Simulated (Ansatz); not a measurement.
Consider GaSb (F-43m).

The database entry behind the starting cell differs from later determinations by our own check (about 0.4 % long), so it need not match the best structure at ambient conditions.

```yaml
crystal:
  lattice:
    - [0.00000, 3.05900, 3.05900]
    - [3.05900, 0.00000, 3.05900]
    - [3.05900, 3.05900, 0.00000]
  atoms:
    - { symbol: Ga, position: [0.00000, 0.00000, 0.00000] }
    - { symbol: Sb, position: [0.25000, 0.25000, 0.25000] }
```

The cell and positions come from the Crystallography Open Database and are kept as given unless a step says otherwise. Spin-orbit coupling is left out unless a run names it.

Gaps computed with Ansatz 0.2.0 without a self-energy: r2SCAN 0.47 eV, r2SCAN+SOC 0.26 eV and HSE06+SOC 0.64 eV.

**Question.** What gap should G0W0 on r2SCAN give (8×8×8 mesh, 513 empty bands, screening to 250 eV, hard PAW files)?

About 0.79 eV: on its mesh the run moves the gap from 0.47 eV by +0.32 eV. Spin-orbit coupling is not in that value; its −0.21 eV at the r2SCAN level would bring it to about 0.57 eV. Bands and cutoff are finite, so the gap is not at the basis limit. The miss can reach some tenths of an eV and take either sign; the mesh is an error of its own. The RPA ε∞ on this mesh reaches over 25; with a narrow direct gap a coarse mesh can overstate it, and the correction is then too small. The many-body steps are scalar-relativistic: spin-orbit coupling is not in them.

[Paths, hosts, dates, memory and timing lines, banners, echoed tables and standing remarks are left out of the program output.]

[Logs are printed without paths, hosts, clocks, repeated set-up lines and the standing remarks that a program may print on its own settings, such as how far it seeks lower states.]

[Runs of the session that timed out or met a known fault of the program may be left out.]

[Cells called generated may have been cut or substituted from an entry of the Crystallography Open Database or the Materials Project.]

[Hosts, paths, dates, database ids (printed as entryN), source tags and the programs' standing remarks are cut or masked in the printed files.]
